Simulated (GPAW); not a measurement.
Two runs for the O K edge of atom 3 in NbFeO4 (I-4m2). Run A: GPAW, LDA + U (Fe 5.3 eV), full core hole (charged cell), 12-atom cell with 5.5 Å between holes, 3×3×3 k points, dipole transitions, Gaussian full width 0.9 eV up to 4 eV, rising linearly to 3.5 eV at 25 eV. Run B has a fault in its input.

Energy from the lowest empty level; intensity scaled to a mean of 1 over the first 20 eV:

| E (eV) | A | B |
| --- | --- | --- |
| -2.0 | 0.00 | 0.00 |
| -1.5 | 0.00 | 0.00 |
| -1.0 | 0.00 | 0.00 |
| -0.5 | 0.00 | 0.00 |
| 0.0 | 0.03 | 0.01 |
| 0.5 | 0.35 | 0.17 |
| 1.0 | 1.25 | 0.91 |
| 1.5 | 1.65 | 1.61 |
| 2.0 | 1.30 | 1.39 |
| 2.5 | 0.81 | 1.07 |
| 3.0 | 0.33 | 0.56 |
| 3.5 | 0.09 | 0.18 |
| 4.0 | 0.10 | 0.08 |
| 4.5 | 0.49 | 0.32 |
| 5.0 | 1.15 | 0.93 |
| 5.5 | 1.34 | 1.35 |
| 6.0 | 1.07 | 1.16 |
| 6.5 | 0.97 | 0.90 |
| 7.0 | 1.15 | 0.97 |
| 7.5 | 1.36 | 1.24 |
| 8.0 | 1.46 | 1.41 |
| 8.5 | 1.65 | 1.55 |
| 9.0 | 1.85 | 1.77 |
| 9.5 | 1.77 | 1.85 |
| 10.0 | 1.47 | 1.64 |
| 10.5 | 1.23 | 1.35 |
| 11.0 | 1.14 | 1.19 |
| 11.5 | 1.15 | 1.17 |
| 12.0 | 1.20 | 1.21 |
| 12.5 | 1.23 | 1.25 |
| 13.0 | 1.23 | 1.26 |
| 13.5 | 1.19 | 1.23 |
| 14.0 | 1.10 | 1.16 |
| 14.5 | 1.00 | 1.06 |
| 15.0 | 0.90 | 0.95 |
| 15.5 | 0.80 | 0.85 |
| 16.0 | 0.72 | 0.76 |
| 16.5 | 0.66 | 0.69 |
| 17.0 | 0.64 | 0.65 |
| 17.5 | 0.66 | 0.65 |
| 18.0 | 0.69 | 0.68 |
| 18.5 | 0.73 | 0.72 |
| 19.0 | 0.77 | 0.76 |
| 19.5 | 0.81 | 0.80 |
| 20.0 | 0.84 | 0.83 |
| 20.5 | 0.85 | 0.85 |
| 21.0 | 0.84 | 0.85 |
| 21.5 | 0.81 | 0.83 |
| 22.0 | 0.77 | 0.79 |
| 22.5 | 0.71 | 0.74 |
| 23.0 | 0.66 | 0.69 |
| 23.5 | 0.62 | 0.64 |
| 24.0 | 0.59 | 0.60 |
| 24.5 | 0.58 | 0.58 |
| 25.0 | 0.59 | 0.58 |
| 25.5 | 0.62 | 0.60 |
| 26.0 | 0.66 | 0.64 |
| 26.5 | 0.71 | 0.69 |
| 27.0 | 0.77 | 0.75 |
| 27.5 | 0.82 | 0.80 |
| 28.0 | 0.87 | 0.85 |
| 28.5 | 0.91 | 0.90 |
| 29.0 | 0.95 | 0.94 |
| 29.5 | 0.99 | 0.98 |
| 30.0 | 1.04 | 1.02 |
| 30.5 | 1.08 | 1.06 |
| 31.0 | 1.12 | 1.10 |
| 31.5 | 1.14 | 1.14 |
| 32.0 | 1.14 | 1.15 |

Question: What went wrong in run B?

The field is made at the zone centre alone. Against the first run the r.m.s. difference is 10 %. The highest intensity below 16 eV goes from 9.1 eV (1.86) to 9.4 eV (1.85). Other settings could leave a like mark; this is the one that was changed.

[Hosts, paths, dates, database ids (printed as entryN), source tags and the programs' standing remarks are cut or masked in the printed files.]

[Lists of maxima count a maximum above −3 eV only where it reaches 4 % of the highest in the window and stands out from its surroundings by 2 % of it (1.5 % where it reaches 55 %); shoulders and weaker maxima are passed over, and of the rest the first, up to two pre-edge ones and the few strongest are named.]
